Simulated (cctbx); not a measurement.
# Which space group?

Cell: a = 12.6370 Å, b = 12.6370 Å, c = 12.6370 Å, α = 90.00°, β = 90.00°, γ = 90.00°. Expected content of the cell: Hg4 Rb24 Br32.

Simulated single-crystal data (cctbx): Ag Kα, λ = 0.56087 Å, to d = 0.75 Å, 50 % of the full sphere, strongest reflection 5000 counts, noise from counting, a 6 % proportional error and a noise floor of 4 counts (s.d.); no absorption.

A first pass over the reflections prints:

```text
9990 reflections to d = 0.751 A
centring   violations  <I/sigma> of those
    A          0 of  4981      0.0
    B          0 of  4957      0.0
    C          0 of  5010      0.0
    I        923 of  4983      1.3
    R        741 of  6665      1.0
    F          0 of  7474      0.0
Laue class    unique    Rint  (classes that these axes allow; Friedel mates merged)
F m m m           696   0.075
F m -3            245   0.080
F m -3 m          165   0.081
space group    extra absences  I>4sigma  <I/sigma>
F 4 3 2                 0          0         -  acentric
F 41 3 2               13          0       0.3  acentric
F -4 3 m                0          0         -  acentric
F m -3 m                0          0         -  centric
F d -3 m :1           167          1       0.3  centric
F d -3 m :2           167          1       0.3  centric
Wilson B = 1.03 A^2   <|E^2-1|> = 1.210 (0.968 centric, 0.736 acentric)   E^2>4: 5.7 %
shell (A)         n   <I/sigma>
 7.30 - 1.50     29     14.6
 1.50 - 1.19     23     15.3
 1.19 - 1.04     21     15.2
 1.04 - 0.95     17     14.7
 0.95 - 0.88     20     11.3
 0.88 - 0.83     18     14.0
 0.83 - 0.79     16     12.9
 0.79 - 0.75     21     12.4
```

**Question.** What are the lattice type, the Laue class and the likely space group?

The reflections that A, B, C and F centring forbids are absent (⟨I/σ⟩ near 0), so the lattice is F. F holds A, B and C together.

Rint stays low (0.075 to 0.081) up to F m -3 m, the highest class in these axes.

6 settings pass the absence test. The most absences obeyed, 167, belong to F d -3 m alone.

⟨|E²−1|⟩ = 1.210 is above even the centric ideal, a mark of pseudo-translation (a class of systematically weak reflections). The Wilson B of 1.03 Å² means U ≈ 0.0130 Å².

The true group is Fm-3m (no. 225), Laue class m-3m, centrosymmetric. It passes the tests but isn't the first choice, because the arrangement of the atoms makes further classes of reflections very weak or absent.

The model was made for the exercise: a known structure type with other elements put in, its volume estimated, not relaxed; displacement parameters are assumed.

[Logs are printed without paths, hosts, clocks, repeated set-up lines and the standing remarks that a program may print on its own settings, such as how far it seeks lower states.]
